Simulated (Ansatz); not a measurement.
## What HfCdS3 (model cell, started as cubic perovskite with Hf in the octahedra) distorts into

Aim: this structure of HfCdS3 (model cell, started as cubic perovskite with Hf in the octahedra) is to be tested for unstable modes, and one is followed downhill.

Main program and level: Ansatz 0.2.0; DFT PBEsol, scalar-relativistic, plane waves, PAW; PAW set soft_1.

The structure was built from a prototype and need not be the compound's stable phase.

## 1. The starting structure

The structure is cubic, space group Pm-3m (No. 221). Conventional cell: a = 4.884 Å, b = 4.884 Å, c = 4.884 Å, α = 90.00°, β = 90.00°, γ = 90.00°. Cd has 12 S at 3.45 Å nearest. Nearest to Hf lie 6 S at 2.44 Å. S has 2 Hf at 2.44 Å nearest. Farther neighbours and most contacts between anions are not listed.

Coordinates:

```cif
data_structure
_symmetry_space_group_name_H-M 'Pm-3m'
_symmetry_Int_Tables_number 221
_cell_length_a 4.8837
_cell_length_b 4.8837
_cell_length_c 4.8837
_cell_angle_alpha 90.000
_cell_angle_beta 90.000
_cell_angle_gamma 90.000
_cell_volume 116.48
loop_
_atom_site_label
_atom_site_type_symbol
_atom_site_symmetry_multiplicity
_atom_site_Wyckoff_symbol
_atom_site_fract_x
_atom_site_fract_y
_atom_site_fract_z
_atom_site_occupancy
Cd1 Cd 1 a 0.00000 0.00000 0.00000 1
Hf1 Hf 1 b 0.50000 0.50000 0.50000 1
S1 S 3 c 0.50000 0.50000 0.00000 1
```

## 2. Phonons on a q mesh

The cell comes from relaxations at this level that are not shown. Stability and thermal properties need the whole zone. Linear response on a 2×2×2 q mesh gives force constants as far as a supercell of that size would.

File input.yaml:

```yaml
crystal:
  lattice:
    - [4.883728423, 0.0, 0.0]
    - [0.0, 4.883728423, 0.0]
    - [0.0, 0.0, 4.883728423]
  atoms:
    - { symbol: Cd, position: [0.0, 0.0, 0.0] }
    - { symbol: Hf, position: [0.5, 0.5, 0.5] }
    - { symbol: S, position: [0.5, 0.5, 0.0] }
    - { symbol: S, position: [0.5, 0.0, 0.5] }
    - { symbol: S, position: [0.0, 0.5, 0.5] }
kpoints:
  mp_grid: { grid: [8, 8, 8] }
hamiltonian:
  xc: pbesol
  pseudopotentials: { kind: paw, azcp: { folder: soft_1 }, xc_functional: pbe }
scf:
  occupations: { method: methfessel_paxton, width: 0.2 }
output:
  eigenvalues: true
phonons:
  method: dfpt
  qmesh: [2, 2, 2]
  temperatures: { t_max: 1000, t_step: 50 }
  qpath:
    path:
      - [[0.0, 0.0, 0.0], [0.0, 0.5, 0.0], [0.5, 0.5, 0.0], [0.0, 0.0, 0.0], [0.5, 0.5, 0.5], [0.0, 0.5, 0.0]]
      - [[0.5, 0.5, 0.5], [0.5, 0.5, 0.0]]
    npoints: 10
```

Started as:

```console
> ansatz run input.yaml --threads 4 --pin off --max-ram 16384MiB --backend cpu --events-out ev --progress --plain --runs-dir out
```

Numbers of over 12 decimals in the logs are rounded to 6 here.

Output:

```text
Engine: ansatz 0.2.0, aarch64-unknown-linux-gnu
Pseudopotentials: kind: paw
Pseudopotential: Cd, paw, valence charge 20, recommended cutoff 420 eV (normal), soft_1/Cd.paw.azcp
Pseudopotential: Hf, paw, valence charge 26, recommended cutoff 420 eV (normal), soft_1/Hf.paw.azcp
Pseudopotential: S, paw, valence charge 6, recommended cutoff 420 eV (normal), soft_1/S.paw.azcp
Functional definition: PBEsol
  exchange = pbesol_x
  correlation = pbesol_c
Crystal: 5 atoms, lattice volume = 116.481 Å³
Basis set: ecut = 420 eV, 2301 PW (Γ), exchange–correlation on 72×72×72 points (8 copies of the dense FFT grid, shifted against one another)
Bands: 39, of which v1, the nominal top of the filled ones, is band 32 counted from 1 (31 counted from 0)
Symmetry: 48 space group operations
k-points: 35 of 512
Non-local potential: Cd, projectors of the file, l = 0: 3, l = 1: 2, l = 2: 2, l = 3: 1
Non-local potential: Hf, projectors of the file, l = 0: 3, l = 1: 2, l = 2: 2, l = 3: 3
Non-local potential: S, projectors of the file, l = 0: 2, l = 1: 2, l = 2: 1
PAW form: soft (Blöchl's): semilocal exchange-correlation on the pseudo side does not see the compensation charge
PAW frozen core: Cd, regenerated for the run's functional, and the local potential with it (the file was generated under x = pbe(κ = 0.804, μ = 0.219515), c = pbe(β = 0.066725))
PAW frozen core: Hf, regenerated for the run's functional, and the local potential with it (the file was generated under x = pbe(κ = 0.804, μ = 0.219515), c = pbe(β = 0.066725))
PAW frozen core: S, regenerated for the run's functional, and the local potential with it (the file was generated under x = pbe(κ = 0.804, μ = 0.219515), c = pbe(β = 0.066725))
PAW one-centre angular grid: Cd, 590 points (default); XC on 64 Gauss nodes
PAW one-centre angular grid: Hf, 590 points (default); XC on 64 Gauss nodes
PAW one-centre angular grid: S, 110 points (default); XC on 64 Gauss nodes
Initial density: superposition of atomic densities (chi_scale 0.1, normalization cell, long waves kept (reshape's long-wave potential 0.00 eV rms))
Initial wavefunctions: pseudopotential atomic-orbital guess
Functional: x = pbesol(κ = 0.804, μ = 0.123457), c = pbesol(β = 0.046)
SCF iter   1: F=—  HF=-26442.509000 eV  |F-HF|=—  |Δ(HF+E_count)|=         —  Δρ=5.07e-2  dr2=7.57e0  ethr=3.10e-3  ⟨swp⟩=6.4  Hψ=5631  notcnv=0
preconditioner: auto → Kerker (q_TF=auto, 2.469 Å⁻¹)  [metal: Δε(μ)=0.045 eV  Ē_g=11.478 eV  σ=0.200 eV  W_gap=0.19  n_scr=26 (ndim 8)  ℏωp=23.8 eV  f_vac=0.006  D(μ)=2.62/eV (n_scr^D=18)]
SCF iter   2: F=—  HF=-26441.421189 eV  |F-HF|=—  |Δ(HF+E_count)|=    1.09e0  S|Δr|=    0.00e0  Δρ=2.90e-2  dr2=3.08e0  ethr=3.10e-3  ⟨swp⟩=2.9  Hψ=2755  notcnv=0  defer=42
SCF iter   3: F=—  HF=-26440.836718 eV  |F-HF|=—  |Δ(HF+E_count)|=   5.84e-1  S|Δr|=    0.00e0  Δρ=1.03e-2  dr2=4.18e-1  ethr=3.10e-3  ⟨swp⟩=2.7  Hψ=2861  notcnv=0  defer=40
SCF iter   4: F=—  HF=-26440.598029 eV  |F-HF|=—  |Δ(HF+E_count)|=   2.39e-1  S|Δr|=    0.00e0  Δρ=6.17e-3  dr2=1.07e-1  ethr=6.53e-4  ⟨swp⟩=2.2  Hψ=2794  notcnv=0  defer=43
SCF iter   5: F=—  HF=-26440.573820 eV  |F-HF|=—  |Δ(HF+E_count)|=   2.42e-2  S|Δr|=    0.00e0  Δρ=1.50e-3  dr2=3.08e-3  ethr=1.66e-4  ⟨swp⟩=2.0  Hψ=1642  notcnv=0  defer=43
SCF iter   6: F=—  HF=-26440.573908 eV  |F-HF|=—  |Δ(HF+E_count)|=   8.80e-5  S|Δr|=    0.00e0  Δρ=5.88e-4  dr2=3.96e-4  ethr=4.81e-6  ⟨swp⟩=2.0  Hψ=2460  notcnv=0  defer=43
SCF iter   7: F=—  HF=-26440.574069 eV  |F-HF|=—  |Δ(HF+E_count)|=   1.60e-4  S|Δr|=    0.00e0  Δρ=3.21e-4  dr2=1.77e-4  ethr=6.19e-7  ⟨swp⟩=2.1  Hψ=2388  notcnv=0  defer=43
SCF iter   8: F=—  HF=-26440.574044 eV  |F-HF|=—  |Δ(HF+E_count)|=   2.50e-5  S|Δr|=    0.00e0  Δρ=9.19e-5  dr2=1.81e-5  ethr=2.76e-7  ⟨swp⟩=2.0  Hψ=2297  notcnv=0  defer=43
SCF iter   9: F=—  HF=-26440.574040 eV  |F-HF|=—  |Δ(HF+E_count)|=   3.65e-6  S|Δr|=    0.00e0  Δρ=2.84e-5  dr2=1.49e-6  ethr=2.83e-8  ⟨swp⟩=2.0  Hψ=2261  notcnv=0  defer=43
SCF iter  10: F=—  HF=-26440.574053 eV  |F-HF|=—  |Δ(HF+E_count)|=   1.28e-5  S|Δr|=    0.00e0  Δρ=7.43e-6  dr2=1.06e-7  ethr=2.33e-9  ⟨swp⟩=2.1  Hψ=1613  notcnv=0  defer=43
[...]
SCF iter  14: F=-26440.574053 eV  HF=-26440.574053 eV  |F-HF|=7.28e-12  |Δ(HF+E_count)|=  7.28e-12  S|Δr|=    0.00e0  Δρ=3.33e-8  dr2=1.66e-12  ethr=1.00e-12  ⟨swp⟩=5.6  Hψ=5837  notcnv=0
SCF 1 converged in 14 iterations: F = -26440.574053 eV  dr2 = 1.66e-12
  greatest PAW one-centre occupation: 1.000 electrons in one spin orbital (limit 2), on the Cd atom at site 0 (counted from 0), in its partial waves of l = 0
Initial density: read from a saved state, or passed on in memory by an earlier SCF of this step, an earlier step, the calling program or the single point that the run made first
iter 1 solved again at ethr=7.52e-7 eV; its pass at ethr=3.10e-3 eV (dr2=4.81e-4 eV) is discarded
SCF iter   1: F=—  HF=-26440.574046 eV  |F-HF|=—  |Δ(HF+E_count)|=         —  Δρ=1.78e-6  dr2=5.16e-9  ethr=7.52e-7  ⟨swp⟩=3.7  Hψ=9038  notcnv=0
eigensolver tolerance schedule: the retry pair's looser diagonalisation over-reported the residual by 93321.64 of it (diagonalisation noise at an unbounded share of the residual, at the tolerance the schedule requests for it); recorded, not acted on — ethr = c·dr2/N_el stays at c = 1.0e-1
preconditioner: auto → LDOS  [metal: Δε(μ)=0.043 eV  Ē_g=10.981 eV  σ=0.200 eV  W_gap=0.18  n_scr=26 (ndim 8)  ℏωp=23.8 eV  f_vac=0.015  D(μ)=3.54/eV (n_scr^D=26)  β→1.0]
SCF iter   2: F=—  HF=-26440.574053 eV  |F-HF|=—  |Δ(HF+E_count)|=   6.98e-6  S|Δr|=    0.00e0  Δρ=3.00e-6  dr2=1.71e-8  ethr=8.06e-12  ⟨swp⟩=4.6  Hψ=4147  notcnv=0
SCF iter   3: F=—  HF=-26440.574053 eV  |F-HF|=—  |Δ(HF+E_count)|=   4.29e-9  S|Δr|=    0.00e0  Δρ=1.02e-6  dr2=1.62e-9  ethr=8.06e-12  ⟨swp⟩=2.0  Hψ=2302  notcnv=0
SCF iter   4: F=—  HF=-26440.574053 eV  |F-HF|=—  |Δ(HF+E_count)|=  1.60e-10  S|Δr|=    0.00e0  Δρ=8.10e-7  dr2=1.08e-9  ethr=2.54e-12  ⟨swp⟩=1.0  Hψ=1365  notcnv=0
SCF iter   5: F=—  HF=-26440.574053 eV  |F-HF|=—  |Δ(HF+E_count)|=  1.24e-10  S|Δr|=    0.00e0  Δρ=5.94e-7  dr2=5.79e-10  ethr=1.69e-12  ⟨swp⟩=1.0  Hψ=1365  notcnv=0
SCF iter   6: F=—  HF=-26440.574053 eV  |F-HF|=—  |Δ(HF+E_count)|=  1.42e-10  S|Δr|=    0.00e0  Δρ=1.49e-7  dr2=3.57e-11  ethr=1.00e-12  ⟨swp⟩=2.2  Hψ=1757  notcnv=0
SCF iter   7: F=—  HF=-26440.574053 eV  |F-HF|=—  |Δ(HF+E_count)|=  3.64e-12  S|Δr|=    0.00e0  Δρ=1.49e-7  dr2=3.55e-11  ethr=1.00e-12  ⟨swp⟩=1.0  Hψ=1365  notcnv=0
SCF iter   8: F=-26440.574053 eV  HF=-26440.574053 eV  |F-HF|=7.28e-12  |Δ(HF+E_count)|=  7.28e-12  S|Δr|=    0.00e0  Δρ=3.72e-8  dr2=2.25e-12  ethr=1.00e-12  ⟨swp⟩=2.1  Hψ=3667  notcnv=0
SCF 2 converged in 8 iterations: F = -26440.574053 eV  dr2 = 2.25e-12
phonons: the bands overlap, so this run is a metal and interpolates without the dipole-dipole term. If the crystal is really an insulator or semiconductor, its LO-TO splitting is missing
NSCF: frozen V_eff on 35 k-points
NSCF: frozen V_eff on 125 k-points
DFPT response loops at q = (0, 0, 0) (fractional): preconditioner auto → Kerker (q_TF=auto, 2.469 Å⁻¹) (partly filled bands, converged f_vac=0.015); β = 1.00, the filter's whole step (`scf.mixing.beta` (0.50) is not read by the response loops under this deck's `scf.mixing.preconditioner`; to damp them name `kerker` or `kerker_dos`, under which they read `scf.mixing.beta`, and type it under 1.00, their step now; both keys bind the ground state too); Broyden in place of MSR1
NSCF: frozen V_eff on 250 k-points
DFPT response loops at q = (0, 0, -0.5) (fractional): mixed as the last ones told, above
NSCF: frozen V_eff on 250 k-points
DFPT response loops at q = (0, -0.5, -0.5) (fractional): mixed as the last ones told, above
NSCF: frozen V_eff on 250 k-points
DFPT response loops at q = (-0.5, -0.5, -0.5) (fractional): mixed as the last ones told, above
SCF converged after 14 iterations
Stability not checked: this state was not tested for a lower state beside it, because cold or Methfessel-Paxton smearing, or corrected tetrahedra, fill the levels in a way that the test cannot read (fill_not_monotonic; see scf.lower_state_search)
Free energy (F): -26440.574053 eV
Harris-Foulkes:  -26440.574053 eV  (|F-HF|=7.28e-12)
Internal energy: -26440.564385 eV  (E = F + TS)
E sigma→0 (E₀):  -26440.571636 eV
Entropy (-TS):   -0.009668 eV (-1.934 meV/atom)
Fermi energy:    8.091069 eV
--- Per-component energies (eV) ---
  E_band       = -734.916611
  E_kinetic    = 1162.971224
  E_local      = -12586.451499  (includes V_loc(G=0)·N_el)
  E_nonlocal   = 296.972634
  E_hartree    = 5869.836280
  E_xc         = -680.903449
  E_vxc        = -693.684842  (∫ρ·V_xc dr)
  E_paw        = -13386.504433  (= ΣΔE_a)
  E_vpaw       = -654.396998  (= ΣTr[D̂ρ^β])
  E_aug_tail   = 0.000420  (compensation charges beyond the density's cutoff)
  E_ewald      = -7118.264427
  E_core_change = 1.778865  (= ΣΔE_core)
  E_smearing   = -0.009668  (= −TS)
  E_closure    = -0.000000  (closes the sum)
  Σ components = -26440.574053   (vs F -26440.574053, Δ=0.00e0)
--- Band table (eV; the first three rows and the last of 35) ---
  k-point 0: bands = [... 28 lower, 7.0581, 7.0581, 7.6716, 7.6716, 7.6716, 9.0414, 9.0414, 9.0414, ... 3 higher]
  k-point 1: bands = [... 28 lower, 6.8270, 7.0025, 7.5600, 7.5600, 7.5978, 9.0498, 9.5374, 9.5374, ... 3 higher]
  k-point 2: bands = [... 28 lower, 6.3080, 6.8761, 7.5372, 7.5372, 8.1784, 9.0702, 10.4838, 10.4838, ... 3 higher]
  k-point 34: bands = [... 28 lower, 4.1828, 6.6121, 8.3364, 8.3364, 8.3364, 12.2681, 12.2681, 12.2681, ... 3 higher]
--- Phonons (Γ-DFPT): 4 representative perturbations + reference (Σ response iterations 12) ---
  ASR residual: 3.361e-5 → 0.000e0 eV/Å²; symmetrization residual: 3.209e-6 eV/Å²
  ASR residual per site (eV/Å²): 3.36e-5 1.16e-5 7.76e-6 7.76e-6 7.76e-6
  Γ frequencies (cm⁻¹): -134.87 -134.87 -134.87 -112.33 -112.33 -112.33 -41.86 -41.86 -41.86 0.00 0.00 0.00 364.46 364.46 364.46
--- Phonons (arbitrary-q DFPT): 4 irreducible q on the 2×2×2 mesh ---
  q = [0.0000, 0.0000, 0.0000] (star 1, of the zone-centre solve; hermiticity 4.70e-7, symmetrization 1.39e-11): -134.87 -134.87 -134.87 -112.33 -112.33 -112.33 -41.86 -41.86 -41.86 -0.00 0.00 0.00 364.46 364.46 364.46
  q = [0.0000, 0.0000, -0.5000] (star 3, 9 solved perturbations in 975 linear systems a pass and spin channel, the states on 125 of 512 k-point pairs; hermiticity 7.49e-7, symmetrization 4.62e-13): -127.52 -113.20 -113.20 -70.81 -70.81 -53.15 -30.68 -30.68 -6.30 58.32 58.32 146.08 366.59 366.59 426.37
  q = [0.0000, -0.5000, -0.5000] (star 3, 9 solved perturbations in 975 linear systems a pass and spin channel, the states on 125 of 512 k-point pairs; hermiticity 5.97e-7, symmetrization 3.04e-13): -192.07 -96.31 -96.31 -64.25 -35.10 23.52 23.52 67.31 67.31 131.08 144.16 144.16 369.72 379.48 456.48
  q = [-0.5000, -0.5000, -0.5000] (star 1, 4 solved perturbations in 350 linear systems a pass and spin channel, the states on 125 of 512 k-point pairs; hermiticity 5.30e-9, symmetrization 3.01e-12): -188.81 -188.81 -188.81 -64.67 -64.67 -64.67 136.45 136.45 136.45 156.71 156.71 156.71 377.63 377.63 476.36
  sum rule: each row above includes the acoustic sum rule's correction from the zone centre's row sums; it moved no ω² by more than (0.29 cm⁻¹)²
  mesh force constants: q→R imaginary residual 2.80e-18; ASR residual 3.361e-5 → 0.000e0 eV/Å²; symmetrization residual 8.882e-15 eV/Å²
  interpolated dispersion: 62 rows × 15 modes
  density of states and harmonic sums: on the 14×14×14 q-mesh, interpolated from the force constants of a 2×2×2 supercell (no non-analytic term)
  largest difference from the sums on the solved wave vectors: F 1.28e-1 eV, S 1.90e-4 and C_V 6.18e-5 eV/K
  zero-point energy: 0.103726 eV/cell   skipped modes (ω ≤ 0): 830, of them read as no rigid motion or as one in doubt: 827 (6.782e0 modes/cell left out, lowest -192.07 cm⁻¹)   left out of the sums: 4.52e-1 of the cell's modes: C_V's classical limit lies that fraction below 3 k_B per atom; for a crystal, a wire or a layer, F and S can be off by more, and a phonons.interpolated_qmesh denser along its periods is the remedy for the sampling
```

Wall time 5.2 min (4 threads of Arm Neoverse V2, shared host); peak memory 1.6 GiB.

This step gave:

```yaml
volume_per_atom: 23.30 Å³
gap_on_the_k_mesh: 0 eV
sum_rule_residual_before_enforcement: 3.36e-5 eV/Å²
lowest_frequency_on_the_path: -192.1 cm⁻¹
point_group: m-3m
highest_frequency_on_the_path_or_at_a_solved_wavevector: 476.4 cm⁻¹
highest_optical_mode_at_the_zone_centre_no_lo_to_term: 364.5 cm⁻¹
lowest_optical_zone_centre_mode: -134.9 cm⁻¹
lowest_mode_on_the_q_mesh_acoustic_modes_at_gamma_apart: -192.1 cm⁻¹
```

Frequencies (cm⁻¹) solved at each irreducible wavevector; negative means imaginary. Frequencies by wavevector, by row:

```tsv
q in reciprocal lattice units	star	mode 1	mode 2	mode 3	mode 4	mode 13	mode 14	mode 15
0 0 0	1	-134.9	-134.9	-134.9	-112.3	364.5	364.5	364.5
0 0 -0.5	3	-127.5	-113.2	-113.2	-70.8	366.6	366.6	426.4
0 -0.5 -0.5	3	-192.1	-96.3	-96.3	-64.2	369.7	379.5	456.5
-0.5 -0.5 -0.5	1	-188.8	-188.8	-188.8	-64.7	377.6	377.6	476.4
```

Interpolated from a 2×2×2 q mesh. Phonon branches along the path, in cm⁻¹:

```tsv
point	branch 1	branch 2	branch 3	branch 4	branch 12	branch 13	branch 14	branch 15
Γ	-135	-135	-135	-112	0	364	364	364
halfway	-131	-121	-121	-92	103	366	366	395
X	-128	-113	-113	-71	146	367	367	426
halfway	-164	-101	-96	-67	145	368	376	438
M	-192	-96	-96	-64	144	370	380	456
halfway	-150	-104	-104	-85	104	367	374	413
Γ	-135	-135	-135	-112	0	364	364	364
halfway	-153	-137	-137	-71	109	374	374	429
R	-189	-189	-189	-65	157	378	378	476
halfway	-165	-152	-139	-69	146	374	377	449
X	-128	-113	-113	-71	146	367	367	426
jump to R	-189	-189	-189	-65	157	378	378	476
halfway	-190	-156	-156	-66	146	376	379	465
M	-192	-96	-96	-64	144	370	380	456
```

Symmetry leaves 4 wavevectors to solve. The lowest mode among them, the acoustic zeros apart, lies at q = (0, -0.5, -0.5) and is imaginary, 192.1i cm⁻¹, so the energy falls along it.

## 3. The mode frozen in, largest atomic shift 0 Å

The mode followed lies at q = (-0.5, -0.5, -0.5) with frequency 188.8i cm⁻¹ and is 3-fold degenerate, one of the unstable modes though not the softest. At small amplitude the distorted cell has space group no. 140 by a symmetry search on the positions. The undistorted cell that holds it gives the zero of energy on the same k mesh.

System of this step: HfCdS3 (model cell, started as cubic perovskite with Hf in the octahedra). Symmetry: Pm-3m, No. 221, cubic system. The conventional cell has a = 4.884 Å, b = 4.884 Å, c = 4.884 Å, α = 90.00°, β = 90.00°, γ = 90.00°. Nearest to Cd lie 12 S at 3.45 Å. Hf has 6 S at 2.44 Å nearest. Nearest to S lie 2 Hf at 2.44 Å. Farther neighbours and most contacts between anions are not listed.

input.yaml, the sections that differ from step 2:

```yaml
crystal:
  lattice:
    - [4.883728423, 4.883728423, 0.0]
    - [4.883728423, 0.0, 4.883728423]
    - [4.883728423, 0.0, -4.883728423]
  atoms:
    - { symbol: Cd, position: [0.0, 0.0, 0.0] }
    - { symbol: Cd, position: [0.0, 0.5, 0.5] }
    - { symbol: Hf, position: [0.5, 0.25, 0.75] }
    - { symbol: Hf, position: [0.5, 0.75, 0.25] }
    - { symbol: S, position: [0.5, 0.0, 1.0] }
    - { symbol: S, position: [0.5, 0.5, 0.5] }
    - { symbol: S, position: [0.0, 0.5, 0.0] }
    - { symbol: S, position: [0.0, 0.0, 0.5] }
    - { symbol: S, position: [0.5, 0.5, 0.0] }
    - { symbol: S, position: [0.5, 0.0, 0.5] }
output:
  forces: true
  stress: true
  eigenvalues: true
# kpoints, hamiltonian, scf: as in step 2
# phonons: removed
```

Output:

```text
[...]
Crystal: 10 atoms, lattice volume = 232.962 Å³
Basis set: ecut = 420 eV, 4573 PW (Γ), exchange–correlation on 96×96×96 points (8 copies of the dense FFT grid, shifted against one another)
Bands: 77, of which v1, the nominal top of the filled ones, is band 64 counted from 1 (63 counted from 0)
Symmetry: 96 space group operations
[...]
k-points: 29 of 512
[...]
k-point 0: bands = [... 60 lower, 7.6687, 7.6687, 7.6687, 8.3328, 8.3328, 8.3328, 9.0405, 9.0405, ... 9 higher]
  k-point 1: bands = [... 60 lower, 7.5271, 7.5271, 7.5432, 8.2345, 8.2345, 8.2701, 9.2996, 9.3077, ... 9 higher]
  k-point 2: bands = [... 60 lower, 7.3334, 7.3334, 7.7232, 7.9802, 7.9802, 8.1004, 9.8512, 9.8512, ... 9 higher]
  k-point 28: bands = [... 60 lower, 6.6864, 6.6864, 7.6098, 7.6098, 8.8869, 8.8869, 10.5343, 10.5343, ... 9 higher]
[key lines of the parts left out:]
SCF converged after 11 iterations
Free energy (F): -52881.149770 eV
Fermi energy:    8.057732 eV
P = ⅓ Tr σ = -0.0188 GPa (-0.188 kbar)
```

Wall time 7.8 s (4 threads); peak memory 0.91 GiB.

Numbers from this step:

```yaml
pressure: -0.01878 GPa
energy_from_the_undistorted_cell: 0 meV/atom
```

The run ends at a pressure of -0.02 GPa.

## 4. The mode frozen in, largest atomic shift 0.6 Å

The atoms are moved along the unstable eigenvector, the largest shift by 0.6 Å, with the cell fixed.

input.yaml, the sections that differ from step 3:

```yaml
crystal:
  lattice:
    - [4.883728423, 4.883728423, 0.0]
    - [4.883728423, 0.0, 4.883728423]
    - [4.883728423, 0.0, -4.883728423]
  atoms:
    - { symbol: Cd, position: [0.0, 0.0, 0.0] }
    - { symbol: Cd, position: [0.0, 0.5, 0.5] }
    - { symbol: Hf, position: [0.5, 0.25, 0.75] }
    - { symbol: Hf, position: [0.5, 0.75, 0.25] }
    - { symbol: S, position: [0.5, 0.0614284772, 1.0614284772] }
    - { symbol: S, position: [0.5, 0.4385715228, 0.4385715228] }
    - { symbol: S, position: [0.0, 0.5, 0.0] }
    - { symbol: S, position: [0.0, 0.0, 0.5] }
    - { symbol: S, position: [0.5, 0.5614284772, -0.0614284772] }
    - { symbol: S, position: [0.5, -0.0614284772, 0.5614284772] }
# kpoints, hamiltonian, scf, output: as in step 3
```

Output:

```text
[...]
Crystal: 10 atoms, lattice volume = 232.962 Å³
Basis set: ecut = 420 eV, 4573 PW (Γ), exchange–correlation on 96×96×96 points (8 copies of the dense FFT grid, shifted against one another)
Bands: 77, of which v1, the nominal top of the filled ones, is band 64 counted from 1 (63 counted from 0)
Symmetry: 16 space group operations
[...]
k-points: 59 of 512
[...]
k-point 0: bands = [... 60 lower, 7.7795, 7.7795, 8.0762, 8.0762, 8.3001, 8.7439, 9.3802, 9.3802, ... 6 higher]
  k-point 1: bands = [... 60 lower, 7.4915, 7.6490, 8.0352, 8.0909, 8.5225, 8.6770, 9.5413, 9.6025, ... 6 higher]
  k-point 2: bands = [... 60 lower, 7.3016, 7.4731, 7.9054, 7.9916, 8.6194, 8.6592, 10.0208, 10.0287, ... 6 higher]
  k-point 58: bands = [... 60 lower, 6.4488, 6.8231, 7.7185, 7.7185, 8.5775, 9.4840, 9.9911, 10.9305, ... 6 higher]
[key lines of the parts left out:]
SCF converged after 10 iterations
Free energy (F): -52883.132424 eV
Fermi energy:    8.306319 eV
P = ⅓ Tr σ = -3.5527 GPa (-35.527 kbar)
```

Run time: 15 s. Hardware: 4 threads; peak memory 1.2 GiB; 60 s of CPU time.

This step gave:

```yaml
pressure: -3.553 GPa
energy_from_the_undistorted_cell: -198.5 meV/atom
```

The energy, extrapolated to zero smearing, is -198.54 meV/atom against the undistorted cell.

The run ends at a pressure of -3.55 GPa, with forces up to 1.1 eV/Å.

(Continued in part 2 of 2.)

[Logs are printed without paths, hosts, clocks, repeated set-up lines and the standing remarks that a program may print on its own settings, such as how far it seeks lower states.]

[Hosts, paths, dates, database ids (printed as entryN), source tags and the programs' standing remarks are cut or masked in the printed files.]
